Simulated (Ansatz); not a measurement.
## What BeInH3 (model cell, started as cubic perovskite with Be in the octahedra) distorts into

Which phase does BeInH3 (model cell, started as cubic perovskite with Be in the octahedra) fall into along its unstable mode, and how much energy does it gain?

Main program and level: Ansatz 0.2.0; DFT LDA, scalar-relativistic, plane waves, PAW; PAW set soft_1.

The structure was built from a prototype and need not be the compound's stable phase.

### Step 1. Starting point

Symmetry: Pm-3m, No. 221, cubic system. Conventional cell: a = 3.530 Å, b = 3.530 Å, c = 3.530 Å, α = 90.00°, β = 90.00°, γ = 90.00°. In has 12 H at 2.50 Å nearest. Nearest to Be lie 6 H at 1.77 Å. Nearest to H lie 2 Be at 1.77 Å. Farther neighbours are not listed.

Structure file:

```cif
data_structure
_symmetry_space_group_name_H-M 'Pm-3m'
_symmetry_Int_Tables_number 221
_cell_length_a 3.5304
_cell_length_b 3.5304
_cell_length_c 3.5304
_cell_angle_alpha 90.000
_cell_angle_beta 90.000
_cell_angle_gamma 90.000
_cell_volume 44.00
loop_
_atom_site_label
_atom_site_type_symbol
_atom_site_symmetry_multiplicity
_atom_site_Wyckoff_symbol
_atom_site_fract_x
_atom_site_fract_y
_atom_site_fract_z
_atom_site_occupancy
In1 In 1 a 0.00000 0.00000 0.00000 1
Be1 Be 1 b 0.50000 0.50000 0.50000 1
H1 H 3 c 0.50000 0.50000 0.00000 1
```

### Step 2. Response at finite wavevector

The cell comes from relaxations at this level that are not shown. Stability and thermal properties need the whole zone. Linear response on a 4×4×4 q mesh gives force constants as far as a supercell of that size would.

Input file input.yaml:

```yaml
crystal:
  lattice:
    - [3.5304351694, 0.0, 0.0]
    - [0.0, 3.5304351694, 0.0]
    - [0.0, 0.0, 3.5304351694]
  atoms:
    - { symbol: In, position: [0.0, 0.0, 0.0] }
    - { symbol: Be, position: [0.5, 0.5, 0.5] }
    - { symbol: H, position: [0.5, 0.5, 0.0] }
    - { symbol: H, position: [0.5, 0.0, 0.5] }
    - { symbol: H, position: [0.0, 0.5, 0.5] }
kpoints:
  mp_grid: { grid: [12, 12, 12] }
hamiltonian:
  xc: lda
  pseudopotentials: { kind: paw, azcp: { folder: soft_1 }, xc_functional: pbe }
scf:
  occupations: { method: methfessel_paxton, width: 0.2 }
output:
  eigenvalues: true
phonons:
  method: dfpt
  qmesh: [4, 4, 4]
  temperatures: { t_max: 1000, t_step: 50 }
  qpath:
    path:
      - [[0.0, 0.0, 0.0], [0.0, 0.5, 0.0], [0.5, 0.5, 0.0], [0.0, 0.0, 0.0], [0.5, 0.5, 0.5], [0.0, 0.5, 0.0]]
      - [[0.5, 0.5, 0.5], [0.5, 0.5, 0.0]]
    npoints: 10
```

The run is started by

```console
ansatz run input.yaml --threads 4 --pin off --max-ram 16384MiB --backend cpu --events-out ev --progress --plain --runs-dir out
```

Numbers of over 12 decimals in the logs are rounded to 6 here.

Log:

```text
Engine: ansatz 0.2.0, aarch64-unknown-linux-gnu
Pseudopotentials: kind: paw
Pseudopotential: In, paw, valence charge 13, recommended cutoff 420 eV (normal), soft_1/In.paw.azcp
Pseudopotential: Be, paw, valence charge 2, recommended cutoff 420 eV (normal), soft_1/Be.paw.azcp
Pseudopotential: H, paw, valence charge 1, recommended cutoff 420 eV (normal), soft_1/H.paw.azcp
Functional definition: SPW92
  exchange = slater_x
  correlation = pw_c
Crystal: 5 atoms, lattice volume = 44.003 Å³
Basis set: ecut = 420 eV, 847 PW (Γ), exchange–correlation on 48×48×48 points (8 copies of the dense FFT grid, shifted against one another)
Bands: 14, of which v1, the nominal top of the filled ones, is band 9 counted from 1 (8 counted from 0)
Symmetry: 48 space group operations
k-points: 84 of 1728
Non-local potential: In, projectors of the file, l = 0: 2, l = 1: 2, l = 2: 2, l = 3: 1
Non-local potential: Be, projectors of the file, l = 0: 2, l = 1: 2, l = 2: 1
Non-local potential: H, projectors of the file, l = 0: 2, l = 1: 1
PAW form: soft (Blöchl's): semilocal exchange-correlation on the pseudo side does not see the compensation charge
PAW frozen core: In, regenerated for the run's functional, and the local potential with it (the file was generated under x = pbe(κ = 0.804, μ = 0.219515), c = pbe(β = 0.066725))
PAW frozen core: Be, regenerated for the run's functional, and the local potential with it (the file was generated under x = pbe(κ = 0.804, μ = 0.219515), c = pbe(β = 0.066725))
PAW one-centre angular grid: In, 590 points (default); XC on 64 Gauss nodes
PAW one-centre angular grid: Be, 110 points (default); XC on 64 Gauss nodes
PAW one-centre angular grid: H, 110 points (default); XC on 64 Gauss nodes
Initial density: superposition of atomic densities (chi_scale 0.1, normalization cell, long waves kept (reshape's long-wave potential 0.00 eV rms))
Initial wavefunctions: pseudopotential atomic-orbital guess
Functional: x = slater, c = lda
SCF iter   1: F=—  HF=-5590.870554 eV  |F-HF|=—  |Δ(HF+E_count)|=         —  Δρ=4.95e-2  dr2=1.29e0  ethr=3.10e-3  ⟨swp⟩=5.3  Hψ=6779  notcnv=0
preconditioner: auto → none  [metal: Δε(μ)=0.082 eV  Ē_g=13.835 eV  σ=0.200 eV  W_gap=0.33  n_scr=6 (ndim 8)  ℏωp=23.7 eV  f_vac=0.000  D(μ)=0.63/eV (n_scr^D=0)  sad-step TF]
SCF iter   2: F=—  HF=-5590.524417 eV  |F-HF|=—  |Δ(HF+E_count)|=   3.46e-1  S|Δr|=    0.00e0  Δρ=2.66e-2  dr2=4.32e-1  ethr=3.10e-3  ⟨swp⟩=2.0  Hψ=2142  notcnv=0  defer=53
SCF iter   3: F=—  HF=-5590.350464 eV  |F-HF|=—  |Δ(HF+E_count)|=   1.74e-1  S|Δr|=    0.00e0  Δρ=3.81e-3  dr2=4.44e-3  ethr=2.40e-3  ⟨swp⟩=2.0  Hψ=1789  notcnv=0  defer=53
SCF iter   4: F=—  HF=-5590.348986 eV  |F-HF|=—  |Δ(HF+E_count)|=   1.48e-3  S|Δr|=    0.00e0  Δρ=1.09e-3  dr2=1.91e-4  ethr=2.47e-5  ⟨swp⟩=2.1  Hψ=2338  notcnv=0  defer=53
SCF iter   5: F=—  HF=-5590.348992 eV  |F-HF|=—  |Δ(HF+E_count)|=   6.36e-6  S|Δr|=    0.00e0  Δρ=1.68e-4  dr2=1.23e-5  ethr=1.06e-6  ⟨swp⟩=2.0  Hψ=1842  notcnv=0  defer=53
SCF iter   6: F=—  HF=-5590.348991 eV  |F-HF|=—  |Δ(HF+E_count)|=   1.50e-6  S|Δr|=    0.00e0  Δρ=2.85e-5  dr2=1.50e-7  ethr=6.82e-8  ⟨swp⟩=2.4  Hψ=1844  notcnv=0  defer=53
SCF iter   7: F=—  HF=-5590.348995 eV  |F-HF|=—  |Δ(HF+E_count)|=   4.01e-6  S|Δr|=    0.00e0  Δρ=4.08e-6  dr2=4.13e-9  ethr=8.32e-10  ⟨swp⟩=2.1  Hψ=1857  notcnv=0  defer=53
SCF iter   8: F=—  HF=-5590.348995 eV  |F-HF|=—  |Δ(HF+E_count)|=  8.78e-10  S|Δr|=    0.00e0  Δρ=2.26e-7  dr2=1.49e-11  ethr=2.30e-11  ⟨swp⟩=2.8  Hψ=1656  notcnv=0  defer=53
SCF iter   9: F=-5590.348995 eV  HF=-5590.348995 eV  |F-HF|=9.09e-13  |Δ(HF+E_count)|=  1.46e-11  S|Δr|=    0.00e0  Δρ=5.59e-9  dr2=5.66e-15  ethr=1.00e-12  ⟨swp⟩=8.4  Hψ=5299  notcnv=0
SCF 1 converged in 9 iterations: F = -5590.348995 eV  dr2 = 5.66e-15
  greatest PAW one-centre occupation: 0.984 electrons in one spin orbital (limit 2), on the In atom at site 0 (counted from 0), in its partial waves of l = 2
Initial density: read from a saved state, or passed on in memory by an earlier SCF of this step, an earlier step, the calling program or the single point that the run made first
iter 1 solved again at ethr=3.08e-7 eV; its pass at ethr=3.10e-3 eV (dr2=5.55e-5 eV) is discarded
SCF iter   1: F=—  HF=-5590.348995 eV  |F-HF|=—  |Δ(HF+E_count)|=         —  Δρ=1.37e-6  dr2=4.48e-10  ethr=3.08e-7  ⟨swp⟩=2.2  Hψ=9491  notcnv=0
eigensolver tolerance schedule: the retry pair's looser diagonalisation over-reported the residual by 123707.10 of it (diagonalisation noise at an unbounded share of the residual, at the tolerance the schedule requests for it); recorded, not acted on — ethr = c·dr2/N_el stays at c = 1.0e-1
preconditioner: auto → none  [metal: Δε(μ)=0.087 eV  Ē_g=14.588 eV  σ=0.200 eV  W_gap=0.35  n_scr=6 (ndim 8)  ℏωp=23.7 eV  f_vac=0.000  D(μ)=0.54/eV (n_scr^D=0)]
SCF iter   2: F=—  HF=-5590.348995 eV  |F-HF|=—  |Δ(HF+E_count)|=   1.09e-7  S|Δr|=    0.00e0  Δρ=1.12e-6  dr2=3.79e-10  ethr=2.49e-12  ⟨swp⟩=3.2  Hψ=2746  notcnv=0
SCF iter   3: F=—  HF=-5590.348995 eV  |F-HF|=—  |Δ(HF+E_count)|=  1.53e-10  S|Δr|=    0.00e0  Δρ=5.87e-7  dr2=8.95e-11  ethr=2.10e-12  ⟨swp⟩=2.4  Hψ=1884  notcnv=0
SCF iter   4: F=—  HF=-5590.348995 eV  |F-HF|=—  |Δ(HF+E_count)|=  3.37e-11  S|Δr|=    0.00e0  Δρ=3.34e-7  dr2=2.67e-11  ethr=1.00e-12  ⟨swp⟩=1.0  Hψ=1176  notcnv=0
SCF iter   5: F=—  HF=-5590.348995 eV  |F-HF|=—  |Δ(HF+E_count)|=  5.46e-12  S|Δr|=    0.00e0  Δρ=2.45e-7  dr2=1.43e-11  ethr=1.00e-12  ⟨swp⟩=1.0  Hψ=1176  notcnv=0
SCF iter   6: F=-5590.348995 eV  HF=-5590.348995 eV  |F-HF|=5.46e-12  |Δ(HF+E_count)|=  4.55e-12  S|Δr|=    0.00e0  Δρ=1.83e-7  dr2=8.02e-12  ethr=1.00e-12  ⟨swp⟩=2.0  Hψ=2104  notcnv=0
SCF 2 converged in 6 iterations: F = -5590.348995 eV  dr2 = 8.02e-12
phonons: the bands overlap, so this run is a metal and interpolates without the dipole-dipole term. If the crystal is really an insulator or semiconductor, its LO-TO splitting is missing
NSCF: frozen V_eff on 84 k-points
NSCF: frozen V_eff on 343 k-points
DFPT response loops at q = (0, 0, 0) (fractional): preconditioner auto → Kerker (q_TF=auto, 2.351 Å⁻¹) (partly filled bands, converged f_vac=0.000); β = 1.00, the filter's whole step (`scf.mixing.beta` (0.50) is not read by the response loops under this deck's `scf.mixing.preconditioner`; to damp them name `kerker` or `kerker_dos`, under which they read `scf.mixing.beta`, and type it under 1.00, their step now; both keys bind the ground state too); Broyden in place of MSR1
NSCF: frozen V_eff on 1176 k-points
DFPT response loops at q = (0, 0, 0.25) (fractional): mixed as the last ones told, above
NSCF: frozen V_eff on 686 k-points
DFPT response loops at q = (0, 0, -0.5) (fractional): mixed as the last ones told, above
NSCF: frozen V_eff on 2016 k-points
DFPT response loops at q = (0, 0.25, 0.25) (fractional): mixed as the last ones told, above
NSCF: frozen V_eff on 1176 k-points
DFPT response loops at q = (0, 0.25, -0.5) (fractional): mixed as the last ones told, above
NSCF: frozen V_eff on 686 k-points
DFPT response loops at q = (0, -0.5, -0.5) (fractional): mixed as the last ones told, above
NSCF: frozen V_eff on 3456 k-points
DFPT response loops at q = (0.25, 0.25, 0.25) (fractional): mixed as the last ones told, above
NSCF: frozen V_eff on 2016 k-points
DFPT response loops at q = (0.25, 0.25, -0.5) (fractional): mixed as the last ones told, above
NSCF: frozen V_eff on 1176 k-points
DFPT response loops at q = (0.25, -0.5, -0.5) (fractional): mixed as the last ones told, above
NSCF: frozen V_eff on 686 k-points
DFPT response loops at q = (-0.5, -0.5, -0.5) (fractional): mixed as the last ones told, above
SCF converged after 9 iterations
Stability not checked: this state was not tested for a lower state beside it, because cold or Methfessel-Paxton smearing, or corrected tetrahedra, fill the levels in a way that the test cannot read (fill_not_monotonic; see scf.lower_state_search)
Free energy (F): -5590.348995 eV
Harris-Foulkes:  -5590.348995 eV  (|F-HF|=9.09e-13)
Internal energy: -5590.350273 eV  (E = F + TS)
E sigma→0 (E₀):  -5590.349315 eV
Entropy (-TS):   0.001279 eV (0.256 meV/atom)
Fermi energy:    8.216798 eV
--- Per-component energies (eV) ---
  E_band       = -36.824382
  E_kinetic    = 274.766111
  E_local      = -1144.873528  (includes V_loc(G=0)·N_el)
  E_nonlocal   = 335.666085
  E_hartree    = 459.238302
  E_xc         = -189.754201
  E_vxc        = -146.919895  (∫ρ·V_xc dr)
  E_paw        = -4120.142727  (= ΣΔE_a)
  E_vpaw       = -273.937327  (= ΣTr[D̂ρ^β])
  E_aug_tail   = -0.002430  (compensation charges beyond the density's cutoff)
  E_ewald      = -1205.562707
  E_core_change = 0.314822  (= ΣΔE_core)
  E_smearing   = 0.001279  (= −TS)
  E_closure    = 0.000000  (closes the sum)
  Σ components = -5590.348995   (vs F -5590.348995, Δ=0.00e0)
--- Band table (eV; the first three rows and the last of 84) ---
  k-point 0: bands = [... 5 lower, -3.3772, 6.6911, 6.6911, 8.6743, 8.6743, 8.6743, 9.2960, 17.7297, ... 1 higher]
  k-point 1: bands = [... 5 lower, -3.2970, 5.8752, 6.7033, 8.6243, 8.7653, 8.7653, 10.2880, 17.2408, ... 1 higher]
  k-point 2: bands = [... 5 lower, -3.0553, 4.4816, 6.7372, 8.6727, 9.0346, 9.0346, 12.0029, 16.2862, ... 1 higher]
  k-point 83: bands = [... 5 lower, 3.4509, 3.4509, 3.4509, 6.5500, 7.4334, 7.5412, 7.5412, 7.5412, ... 1 higher]
--- Phonons (Γ-DFPT): 4 representative perturbations + reference (Σ response iterations 13) ---
  ASR residual: 8.759e-6 → 0.000e0 eV/Å²; symmetrization residual: 1.568e-6 eV/Å²
  ASR residual per site (eV/Å²): 8.76e-6 1.31e-6 4.64e-6 4.64e-6 4.64e-6
  Γ frequencies (cm⁻¹): -598.77 -598.77 -598.77 0.00 0.00 0.00 184.23 184.23 184.23 745.73 745.73 745.73 860.49 860.49 860.49
--- Phonons (arbitrary-q DFPT): 10 irreducible q on the 4×4×4 mesh ---
  q = [0.0000, 0.0000, 0.0000] (star 1, of the zone-centre solve; hermiticity 1.47e-6, symmetrization 1.23e-11): -598.77 -598.77 -598.77 -0.00 -0.00 0.00 184.23 184.23 184.23 745.73 745.73 745.73 860.49 860.49 860.49
  q = [0.0000, 0.0000, 0.2500] (star 6, 9 solved perturbations in 4536 linear systems a pass and spin channel, the states on 588 of 1728 k-point pairs; hermiticity 1.15e-6, symmetrization 4.05e-12): -520.27 -520.27 43.47 43.47 74.92 143.77 252.24 252.24 477.75 626.20 737.05 737.05 811.86 817.31 817.31
  q = [0.0000, 0.0000, -0.5000] (star 3, 9 solved perturbations in 2646 linear systems a pass and spin channel, the states on 343 of 1728 k-point pairs; hermiticity 2.82e-7, symmetrization 2.75e-8): -453.95 -453.95 45.79 45.79 105.83 230.25 377.23 377.23 668.40 673.50 698.00 698.00 751.53 751.53 831.29
  q = [0.0000, 0.2500, 0.2500] (star 12, 9 solved perturbations in 7686 linear systems a pass and spin channel, the states on 1008 of 1728 k-point pairs; hermiticity 9.99e-7, symmetrization 4.16e-14): -504.31 -485.41 -13.73 39.88 55.00 225.26 244.87 269.00 640.14 691.54 715.29 736.69 738.53 755.76 847.28
  q = [0.0000, 0.2500, -0.5000] (star 12, 15 solved perturbations on 588 of 1728 k-point pairs; hermiticity 8.76e-7, symmetrization 6.11e-9): -493.39 -438.19 -23.81 40.24 72.39 249.80 261.69 338.04 604.17 669.68 682.78 690.36 702.27 825.86 888.36
  q = [0.0000, -0.5000, -0.5000] (star 3, 9 solved perturbations in 2646 linear systems a pass and spin channel, the states on 343 of 1728 k-point pairs; hermiticity 4.03e-7, symmetrization 3.67e-9): -696.73 -524.16 -180.57 -78.75 -78.75 25.51 303.63 303.63 525.87 540.89 540.89 653.17 653.17 846.70 985.04
  q = [0.2500, 0.2500, 0.2500] (star 8, 4 solved perturbations in 4536 linear systems a pass and spin channel, the states on 1728 of 1728 k-point pairs; hermiticity 1.25e-6, symmetrization 1.37e-12): -471.50 -471.50 -36.27 61.27 61.27 213.52 302.13 302.13 630.80 637.44 637.44 764.41 764.41 779.21 912.01
  q = [0.2500, 0.2500, -0.5000] (star 12, 9 solved perturbations in 7686 linear systems a pass and spin channel, the states on 1008 of 1728 k-point pairs; hermiticity 6.86e-7, symmetrization 6.73e-9): -501.53 -492.08 39.83 45.94 72.74 257.49 298.59 306.10 563.76 609.73 614.91 742.58 760.53 802.09 947.77
  q = [0.2500, -0.5000, -0.5000] (star 6, 9 solved perturbations in 4536 linear systems a pass and spin channel, the states on 588 of 1728 k-point pairs; hermiticity 2.74e-7, symmetrization 5.05e-10): -565.82 -453.60 67.45 68.88 68.88 165.04 308.44 308.44 541.12 557.86 557.86 690.35 690.35 810.86 992.95
  q = [-0.5000, -0.5000, -0.5000] (star 1, 4 solved perturbations in 931 linear systems a pass and spin channel, the states on 343 of 1728 k-point pairs; hermiticity 6.06e-8, symmetrization 1.44e-10): -528.56 -528.56 93.08 93.08 93.08 285.09 285.09 285.09 541.53 541.53 541.53 700.92 700.92 700.92 982.80
  sum rule: each row above includes the acoustic sum rule's correction from the zone centre's row sums; it moved no ω² by more than (1.12 cm⁻¹)²
  mesh force constants: q→R imaginary residual 4.54e-18; ASR residual 8.759e-6 → 0.000e0 eV/Å²; symmetrization residual 2.665e-15 eV/Å²
  interpolated dispersion: 62 rows × 15 modes
  density of states and harmonic sums: on the 20×20×20 q-mesh, interpolated from the force constants of a 4×4×4 supercell (no non-analytic term)
  largest difference from the sums on the solved wave vectors: F 9.16e-2 eV, S 1.07e-4 and C_V 2.28e-5 eV/K
  zero-point energy: 0.368202 eV/cell   skipped modes (ω ≤ 0): 743, of them read as no rigid motion or as one in doubt: 740 (2.521e0 modes/cell left out, lowest -696.73 cm⁻¹)   left out of the sums: 1.68e-1 of the cell's modes: C_V's classical limit lies that fraction below 3 k_B per atom; for a crystal, a wire or a layer, F and S can be off by more, and a phonons.interpolated_qmesh denser along its periods is the remedy for the sampling
```

Wall time 7.5 min (4 threads of Arm Neoverse V1, shared host); peak memory 2.6 GiB; 29 min of CPU time.

This step gave:

* volume per atom: 8.801 Å³
* gap on the k-mesh: 0 eV
* sum-rule residual before enforcement: 8.76e-6 eV/Å²
* lowest frequency on the path: -696.7 cm⁻¹
* point group: m-3m
* highest frequency on the path or at a solved wavevector: 994 cm⁻¹
* highest optical mode at the zone centre (no LO-TO term): 860.5 cm⁻¹
* lowest optical zone-centre mode: -598.8 cm⁻¹
* lowest mode on the q mesh (acoustic modes at Γ apart): -696.7 cm⁻¹

Frequencies (cm⁻¹) solved at each irreducible wavevector; negative means imaginary. Frequencies by wavevector, by row:

| q in reciprocal lattice units | star | mode 1 | mode 2 | mode 3 | mode 4 | mode 13 | mode 14 | mode 15 |
| --- | --- | --- | --- | --- | --- | --- | --- | --- |
| 0 0 0 | 1 | -598.8 | -598.8 | -598.8 | 0 | 860.5 | 860.5 | 860.5 |
| 0 0 0.25 | 6 | -520.3 | -520.3 | 43.5 | 43.5 | 811.9 | 817.3 | 817.3 |
| 0 0 -0.5 | 3 | -453.9 | -453.9 | 45.8 | 45.8 | 751.5 | 751.5 | 831.3 |
| 0 0.25 0.25 | 12 | -504.3 | -485.4 | -13.7 | 39.9 | 738.5 | 755.8 | 847.3 |
| 0 0.25 -0.5 | 12 | -493.4 | -438.2 | -23.8 | 40.2 | 702.3 | 825.9 | 888.4 |
| 0 -0.5 -0.5 | 3 | -696.7 | -524.2 | -180.6 | -78.8 | 653.2 | 846.7 | 985 |
| 0.25 0.25 0.25 | 8 | -471.5 | -471.5 | -36.3 | 61.3 | 764.4 | 779.2 | 912 |
| 0.25 0.25 -0.5 | 12 | -501.5 | -492.1 | 39.8 | 45.9 | 760.5 | 802.1 | 947.8 |
| 0.25 -0.5 -0.5 | 6 | -565.8 | -453.6 | 67.5 | 68.9 | 690.4 | 810.9 | 993 |
| -0.5 -0.5 -0.5 | 1 | -528.6 | -528.6 | 93.1 | 93.1 | 700.9 | 700.9 | 982.8 |

Interpolated from a 4×4×4 q mesh. Phonon branches along the path, in cm⁻¹:

| point | branch 1 | branch 2 | branch 3 | branch 4 | branch 12 | branch 13 | branch 14 | branch 15 |
| --- | --- | --- | --- | --- | --- | --- | --- | --- |
| Γ | -599 | -599 | -599 | 0 | 746 | 860 | 860 | 860 |
| halfway | -520 | -520 | 44 | 44 | 737 | 812 | 817 | 817 |
| X | -454 | -454 | 46 | 46 | 698 | 752 | 752 | 831 |
| halfway | -493 | -438 | -24 | 40 | 690 | 702 | 826 | 888 |
| M | -697 | -524 | -181 | -79 | 653 | 653 | 847 | 985 |
| halfway | -504 | -485 | -14 | 40 | 737 | 738 | 756 | 847 |
| Γ | -599 | -599 | -599 | 0 | 746 | 860 | 860 | 860 |
| halfway | -472 | -472 | -36 | 61 | 764 | 764 | 779 | 912 |
| R | -529 | -529 | 93 | 93 | 701 | 701 | 701 | 983 |
| halfway | -502 | -492 | 40 | 46 | 743 | 760 | 802 | 948 |
| X | -454 | -454 | 46 | 46 | 698 | 752 | 752 | 831 |
| jump to R | -529 | -529 | 93 | 93 | 701 | 701 | 701 | 983 |
| halfway | -566 | -454 | 67 | 69 | 690 | 690 | 811 | 993 |
| M | -697 | -524 | -181 | -79 | 653 | 653 | 847 | 985 |

Symmetry leaves 10 wavevectors to solve. The lowest mode among them, the acoustic zeros apart, lies at q = (0, -0.5, -0.5) and is imaginary, 696.7i cm⁻¹, so the energy falls along it.

### Step 3. The mode frozen in, largest atomic shift 0 Å

The mode followed lies at Γ with frequency 598.8i cm⁻¹ and is 3-fold degenerate, one of the unstable modes though not the softest. At small amplitude the distorted cell has space group no. 38 by a symmetry search on the positions. The undistorted cell that holds it gives the zero of energy on the same k mesh.

input.yaml, the sections that differ from step 2:

```yaml
output:
  forces: true
  stress: true
  eigenvalues: true
# crystal, kpoints, hamiltonian, scf: as in step 2
# phonons: removed
```

Log:

```text
[...]
Crystal: 5 atoms, lattice volume = 44.003 Å³
Basis set: ecut = 420 eV, 847 PW (Γ)
Bands: 14, of which v1, the nominal top of the filled ones, is band 9 counted from 1 (8 counted from 0)
Symmetry: 48 space group operations
[...]
k-points: 84 of 1728
[...]
k-point 0: bands = [... 5 lower, -3.3771, 6.6911, 6.6911, 8.6743, 8.6743, 8.6743, 9.2960, 17.7298, ... 1 higher]
  k-point 1: bands = [... 5 lower, -3.2970, 5.8752, 6.7033, 8.6243, 8.7653, 8.7653, 10.2880, 17.2408, ... 1 higher]
  k-point 2: bands = [... 5 lower, -3.0553, 4.4817, 6.7373, 8.6727, 9.0346, 9.0346, 12.0029, 16.2862, ... 1 higher]
  k-point 83: bands = [... 5 lower, 3.4509, 3.4509, 3.4509, 6.5499, 7.4334, 7.5412, 7.5412, 7.5412, ... 1 higher]
[key lines of the parts left out:]
SCF converged after 7 iterations
Free energy (F): -5590.348994 eV
Fermi energy:    8.216797 eV
P = ⅓ Tr σ = -0.0002 GPa (-0.002 kbar)
```

Wall time 0.91 s (4 threads); peak memory 0.33 GiB.

Numbers from this step:

| Item | Value |
| --- | --- |
| pressure | -1.81e-4 GPa |
| energy from the undistorted cell | 0 meV/atom |

The run ends at a pressure of 0.00 GPa.

[end of part 1 of 3]

[Logs are printed without paths, hosts, clocks, repeated set-up lines and the standing remarks that a program may print on its own settings, such as how far it seeks lower states.]

[Hosts, paths, dates, database ids (printed as entryN), source tags and the programs' standing remarks are cut or masked in the printed files.]
